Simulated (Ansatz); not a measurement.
# ThGe (Fm-3m): phonons at finite temperature

How do the phonons of ThGe change with temperature at fixed cell?

Main program and level: Ansatz 0.2.0; DFT LDA, scalar-relativistic, plane waves, PAW.

Most raw output is cut from this account.

### Step 1. Set-up

Symmetry: Fm-3m, No. 225, cubic system. The conventional cell has a = 6.046 Å, b = 6.046 Å, c = 6.046 Å, α = 90.00°, β = 90.00°, γ = 90.00°. Nearest to Th lie 6 Ge at 3.02 Å. Nearest to Ge lie 6 Th at 3.02 Å. Farther neighbours are not listed.

### Step 2. Probe on a coarse mesh

Before spending time, one coarse run tells the gap and the pressure of the starting cell.

Input file input.yaml:

```yaml
crystal:
  lattice:
    - [0.0, 3.023, 3.023]
    - [3.023, 0.0, 3.023]
    - [3.023, 3.023, 0.0]
  atoms:
    - { symbol: Th, position: [0.5, 0.5, 0.5] }
    - { symbol: Ge, position: [0.0, 0.0, 0.0] }
kpoints:
  mp_grid: { grid: [6, 6, 6] }
hamiltonian:
  xc: lda
scf:
  occupations: { method: gaussian, width: 0.1 }
output:
  forces: true
  stress: true
  eigenvalues: true
```

On the command line:

```bash
$ ansatz run input.yaml --threads 18 --pin off --max-ram 92160MiB --backend cuda --events-out ev --progress --plain --runs-dir out --max-vram 78GiB
```

Elapsed: 0.74 s, on 1 × NVIDIA GB200 with 18 threads of Arm Neoverse V2, shared host; peak memory 1 GiB.

Numbers from this step:

```yaml
pressure: -3.107 GPa
volume_per_atom: 27.63 Å³/atom
gap_on_the_k_mesh: 0 eV
```

The start is under -3.1 GPa at this level and looks like a metal on this mesh.

### Step 3. Single point at the given cell, occupations Gaussian, smearing width 0.1 eV

The cell is kept at the size of the database entry and symmetry fixes every atom, so there is nothing to relax; the run only refines mesh or occupations.

Edit input.yaml of step 2 so:

```diff
@@ -9,3 +9,3 @@
 kpoints:
-  mp_grid: { grid: [6, 6, 6] }
+  mp_grid: { grid: [12, 12, 12] }
 hamiltonian:
```

The mesh is denser.

The job ended after 0.84 s (1 × NVIDIA GB200 with 18 threads; peak memory 1 GiB; 1.9 s of CPU time).

Numbers from this step:

```
pressure : -3.196 GPa
```

The static pressure at this volume is -3.2 GPa, so this functional's own equilibrium cell is smaller.

### Step 4. Single point at the given cell, occupations Methfessel-Paxton, smearing width 0.2 eV

Edit input.yaml of step 3 so:

```diff
@@ -13,3 +13,3 @@
 scf:
-  occupations: { method: gaussian, width: 0.1 }
+  occupations: { method: methfessel_paxton, width: 0.2 }
 output:
```

The job ended after 0.84 s (1 × NVIDIA GB200 with 18 threads; peak memory 1 GiB).

This step gave:

```
pressure : -3.197 GPa
```

The static pressure at this volume is -3.2 GPa, so this functional's own equilibrium cell is smaller.

### Step 5. Self-consistent phonons

Harmonic theory ignores how far atoms move; here frames sampled at temperature supply the forces, and the run stops at an error target or a frame limit.

input.yaml, the sections that differ from step 4:

```yaml
kpoints:
  mp_grid: { grid: [10, 10, 10] }
output:
  stress: true
  eigenvalues: true
phonons:
  method: fd
  supercell: [2, 2, 2]
  temperatures: { t_max: 400, t_step: 50 }
  qpath:
    path:
      - [[0.0, 0.0, 0.0], [0.5, 0.0, 0.5], [0.5, 0.25, 0.75], [0.375, 0.375, 0.75], [0.0, 0.0, 0.0], [0.5, 0.5, 0.5], [0.625, 0.25, 0.625], [0.5, 0.25, 0.75], [0.5, 0.5, 0.5], [0.375, 0.375, 0.75]]
      - [[0.625, 0.25, 0.625], [0.5, 0.0, 0.5]]
    npoints: 10
  self_consistent:
    temperatures: [0.0, 100.0, 300.0, 800.0]
    max_frames: 128
    max_frequency_error: 2.0
  dielectric: false
  interpolated_qmesh: [11, 11, 11]
# crystal, hamiltonian, scf: as in step 4
```

Run time: 2.9 min. Hardware: 1 × NVIDIA GB200 with 18 threads; peak memory 1.9 GiB.

This step gave:

- point group: m-3m
- frames solved: 40
- pressure of the lattice at rest: -3.204 GPa

0 K; each column in its own order of rank; one wavevector of each set of like ones; translations left out; no LO-TO term. Modes at 0K, by row:

```csv
q1,q2,q3,rank,harmonic (cm⁻¹),gaussian (cm⁻¹),gaussian error (cm⁻¹),hessian (cm⁻¹),hessian error (cm⁻¹),path integral (cm⁻¹),path integral error (cm⁻¹)
0,0,0,1,148.7,149.5,0.1,149.1,0.1,149.1,0.1
0,0,0,2,148.7,149.5,0.1,149.1,0.1,149.1,0.1
0,0,0,3,148.7,149.5,0.1,149.1,0.1,149.1,0.1
0,0,0.5,1,89,89.2,0,89,0,88.9,0.1
0,0,0.5,2,89,89.2,0,89,0,88.9,0.1
0,0,0.5,3,124.3,124.3,0,124.2,0,124.2,0.1
0,0,0.5,4,149.5,150,0,149.7,0,149.6,0.1
0,0,0.5,5,149.5,150,0,149.7,0,149.6,0.1
0,0,0.5,6,176,176.3,0.1,176,0.1,176.1,0.1
0,0.5,0.5,1,66.9,66.6,0,66.6,0,66.6,0
0,0.5,0.5,2,66.9,66.6,0,66.6,0,66.6,0
0,0.5,0.5,3,81.7,81.4,0,81.4,0,81.4,0.1
0,0.5,0.5,4,154,154.7,0,154.4,0,154.4,0.1
0,0.5,0.5,5,154,154.7,0,154.4,0,154.4,0.1
0,0.5,0.5,6,162.5,163.2,0,162.9,0,163,0.1
```

100 K; each column in its own order of rank; one wavevector of each set of like ones; translations left out; no LO-TO term. Modes at 100K, by row:

| q1 | q2 | q3 | rank | harmonic (cm⁻¹) | gaussian (cm⁻¹) | gaussian error (cm⁻¹) | hessian (cm⁻¹) | hessian error (cm⁻¹) | path integral (cm⁻¹) | path integral error (cm⁻¹) |
| --- | --- | --- | --- | --- | --- | --- | --- | --- | --- | --- |
| 0 | 0 | 0 | 1 | 148.7 | 149.5 | 0.3 | 148.7 | 0.3 | 148.7 | 0.3 |
| 0 | 0 | 0 | 2 | 148.7 | 149.5 | 0.3 | 148.7 | 0.3 | 148.7 | 0.3 |
| 0 | 0 | 0 | 3 | 148.7 | 149.5 | 0.3 | 148.7 | 0.3 | 148.7 | 0.3 |
| 0 | 0 | 0.5 | 1 | 89 | 89.3 | 0 | 88.8 | 0 | 88.8 | 0.1 |
| 0 | 0 | 0.5 | 2 | 89 | 89.3 | 0 | 88.8 | 0 | 88.8 | 0.1 |
| 0 | 0 | 0.5 | 3 | 124.3 | 124.3 | 0.1 | 124 | 0.1 | 124 | 0.1 |
| 0 | 0 | 0.5 | 4 | 149.5 | 150 | 0.1 | 149.3 | 0.1 | 149.3 | 0.1 |
| 0 | 0 | 0.5 | 5 | 149.5 | 150 | 0.1 | 149.3 | 0.1 | 149.3 | 0.1 |
| 0 | 0 | 0.5 | 6 | 176 | 176.3 | 0.1 | 175.7 | 0.1 | 175.7 | 0.1 |
| 0 | 0.5 | 0.5 | 1 | 66.9 | 66.3 | 0 | 66.3 | 0 | 66.3 | 0 |
| 0 | 0.5 | 0.5 | 2 | 66.9 | 66.3 | 0 | 66.3 | 0 | 66.3 | 0 |
| 0 | 0.5 | 0.5 | 3 | 81.7 | 81.3 | 0 | 81.3 | 0 | 81.3 | 0 |
| 0 | 0.5 | 0.5 | 4 | 154 | 154.8 | 0.1 | 154.2 | 0.1 | 154.2 | 0.1 |
| 0 | 0.5 | 0.5 | 5 | 154 | 154.8 | 0.1 | 154.2 | 0.1 | 154.2 | 0.1 |
| 0 | 0.5 | 0.5 | 6 | 162.5 | 163.3 | 0.1 | 162.7 | 0.1 | 162.7 | 0.2 |

300 K; each column in its own order of rank; one wavevector of each set of like ones; translations left out; no LO-TO term. Modes at 300K, by row:

```
q1   q2   q3  rank  harmonic (cm⁻¹)  gaussian (cm⁻¹)  gaussian error (cm⁻¹)  hessian (cm⁻¹)  hessian error (cm⁻¹)  path integral (cm⁻¹)  path integral error (cm⁻¹)
 0    0    0     1            148.7            150.3                    0.3           148.2                   0.3                 148.3                         0.4
 0    0    0     2            148.7            150.3                    0.3           148.2                   0.3                 148.3                         0.4
 0    0    0     3            148.7            150.3                    0.3           148.2                   0.3                 148.3                         0.4
 0    0  0.5     1               89             89.5                    0.1            88.2                   0.1                  88.2                         0.1
 0    0  0.5     2               89             89.5                    0.1            88.2                   0.1                  88.2                         0.1
 0    0  0.5     3            124.3            124.3                    0.1           123.6                   0.1                 123.6                         0.1
 0    0  0.5     4            149.5            150.6                    0.1           148.6                   0.1                 148.6                         0.2
 0    0  0.5     5            149.5            150.6                    0.1           148.6                   0.1                 148.6                         0.2
 0    0  0.5     6              176            176.7                    0.1           174.9                   0.1                 174.9                         0.2
 0  0.5  0.5     1             66.9             65.6                    0.1            65.6                   0.1                  65.5                         0.1
 0  0.5  0.5     2             66.9             65.6                    0.1            65.6                   0.1                  65.5                         0.1
 0  0.5  0.5     3             81.7             80.8                    0.1            80.7                   0.1                  80.7                         0.1
 0  0.5  0.5     4              154            155.9                    0.1             154                   0.1                   154                         0.2
 0  0.5  0.5     5              154            155.9                    0.1             154                   0.1                   154                         0.2
 0  0.5  0.5     6            162.5            164.4                    0.1           162.7                   0.1                 162.6                         0.2
```

800 K; each column in its own order of rank; one wavevector of each set of like ones; translations left out; no LO-TO term. Modes at 800K, by row:

| q1 | q2 | q3 | rank | harmonic (cm⁻¹) | gaussian (cm⁻¹) | gaussian error (cm⁻¹) | hessian (cm⁻¹) | hessian error (cm⁻¹) | path integral (cm⁻¹) | path integral error (cm⁻¹) |
| --- | --- | --- | --- | --- | --- | --- | --- | --- | --- | --- |
| 0 | 0 | 0 | 1 | 148.7 | 154.1 | 0.3 | 148.5 | 0.5 | 148.5 | 0.4 |
| 0 | 0 | 0 | 2 | 148.7 | 154.1 | 0.3 | 148.5 | 0.5 | 148.5 | 0.4 |
| 0 | 0 | 0 | 3 | 148.7 | 154.1 | 0.3 | 148.5 | 0.5 | 148.5 | 0.4 |
| 0 | 0 | 0.5 | 1 | 89 | 90.2 | 0.2 | 86.7 | 0.3 | 86.4 | 0.3 |
| 0 | 0 | 0.5 | 2 | 89 | 90.2 | 0.2 | 86.7 | 0.3 | 86.4 | 0.3 |
| 0 | 0 | 0.5 | 3 | 124.3 | 123.5 | 0.4 | 121.5 | 0.4 | 121.3 | 0.3 |
| 0 | 0 | 0.5 | 4 | 149.5 | 152.2 | 0.3 | 146.9 | 0.5 | 146.8 | 0.3 |
| 0 | 0 | 0.5 | 5 | 149.5 | 152.2 | 0.3 | 146.9 | 0.5 | 146.8 | 0.3 |
| 0 | 0 | 0.5 | 6 | 176 | 177.5 | 0.5 | 172.8 | 0.6 | 172.3 | 0.5 |
| 0 | 0.5 | 0.5 | 1 | 66.9 | 63.2 | 0.5 | 63.1 | 0.5 | 62.9 | 0.5 |
| 0 | 0.5 | 0.5 | 2 | 66.9 | 63.2 | 0.5 | 63.1 | 0.5 | 62.9 | 0.5 |
| 0 | 0.5 | 0.5 | 3 | 81.7 | 78.9 | 0.7 | 78.8 | 0.7 | 78.7 | 0.4 |
| 0 | 0.5 | 0.5 | 4 | 154 | 158.7 | 0.3 | 153.7 | 0.4 | 153.4 | 0.3 |
| 0 | 0.5 | 0.5 | 5 | 154 | 158.7 | 0.3 | 153.7 | 0.4 | 153.4 | 0.3 |
| 0 | 0.5 | 0.5 | 6 | 162.5 | 166.6 | 0.4 | 162.1 | 0.5 | 161.4 | 0.5 |

By temperature, by row:

```csv
T (K),verdict,pressure (GPa),error (GPa),vibrational free energy (eV/cell),entropy (J/mol-cell/K),free energy beyond the Gaussian (eV/cell),"mean-square displacement of the first Th, sum over three axes, rings (Å²)",rings doubtful
0,stable,-2.997,0.0075,0.04462,0,-1.63e-5,0.002185,false
100,stable,-2.925,0.0072,0.03189,31.91,-4.72e-5,0.004022,false
300,stable,-2.551,0.013,-0.09282,81.19,-4.63e-4,0.01111,false
800,stable,-1.569,0.017,-0.6582,129.4,-0.00335,0.03092,false
```

The lowest frequency on the supercell's wavevectors (translations apart) by temperature:

```csv
temperature (K),harmonic (cm⁻¹),gaussian (cm⁻¹),hessian (cm⁻¹),path integral (cm⁻¹)
0,67.0,66.6,66.6,66.6
100,67.0,66.3,66.3,66.3
300,67.0,65.6,65.6,65.5
800,67.0,63.2,63.1,62.9
```

Free-energy Hessian at 800 K, interpolated by phonopy, no LO-TO term. The phonon branches at the labelled points (cm⁻¹):

```csv
point,branch 1,branch 2,branch 3,branch 4,branch 5,branch 6
Γ,0,0,0,148,148,148
halfway,54,54,90,146,156,156
X,63,63,79,154,154,162
halfway,69,79,80,150,157,163
W,77,77,94,145,162,162
halfway,75,79,92,147,160,164
K,75,80,90,149,158,164
halfway,62,72,97,142,158,160
Γ,0,0,0,148,148,148
halfway,60,60,86,148,148,161
L,87,87,122,147,147,173
halfway,83,84,109,147,155,168
U,75,80,90,149,158,164
halfway,75,79,92,147,160,164
W,77,77,94,145,162,162
halfway,82,83,106,146,156,167
L,87,87,122,147,147,173
halfway,83,84,109,147,155,168
K,75,80,90,149,158,164
jump to U,75,80,90,149,158,164
halfway,67,72,79,152,155,163
X,63,63,79,154,154,162
```

On this path the spectrum ends at 173 cm⁻¹ (at L). No branch goes imaginary on this path.

### Step 6. Results

* 0 K: stable; softest mode 66.6 cm⁻¹ (harmonic 67.0); pressure -3.00 GPa
* 100 K: stable; softest mode 66.3 cm⁻¹ (harmonic 67.0); pressure -2.92 GPa
* 300 K: stable; softest mode 65.6 cm⁻¹ (harmonic 67.0); pressure -2.55 GPa
* 800 K: stable; softest mode 63.1 cm⁻¹ (harmonic 67.0); pressure -1.57 GPa

At fixed cell ThGe is judged stable at 0 K, stable at 100 K, stable at 300 K and stable at 800 K. The crystal is harmonically stable on these wavevectors; at fixed cell its lowest frequency is 67.0 cm⁻¹ in the harmonic picture and 63.1 cm⁻¹ from the free energy at 800 K. At 800 K the largest relative shift among harmonically stable modes above 20 cm⁻¹ that exceeds three times its error is at q = (0, 0.5, 0.5): 66.9 cm⁻¹ becomes 63.1 ± 0.5 cm⁻¹, matching modes by rank. The pressure column includes -3.2 GPa of the lattice at rest on the supercell's coarser k-mesh; in the Gaussian the ions' motion adds +1.63 GPa at 800 K, from the supercell's own modes alone. The path-integral figures under 0 K were sampled at 4.5 K. The cell is held fixed, the 16-atom supercell samples only its own wavevectors, and linewidths are not included; the verdicts are statistical. The PAW files were made for PBE and are used here under another functional, for which the program regenerates the frozen cores. The series or run stands on the volume of the database entry, not on this functional's own equilibrium cell.

[Logs are printed without paths, hosts, clocks, repeated set-up lines and the standing remarks that a program may print on its own settings, such as how far it seeks lower states.]

[Hosts, paths, dates, database ids (printed as entryN), source tags and the programs' standing remarks are cut or masked in the printed files.]

[A step with changed settings may run another functional than the one named; its input shows which.]
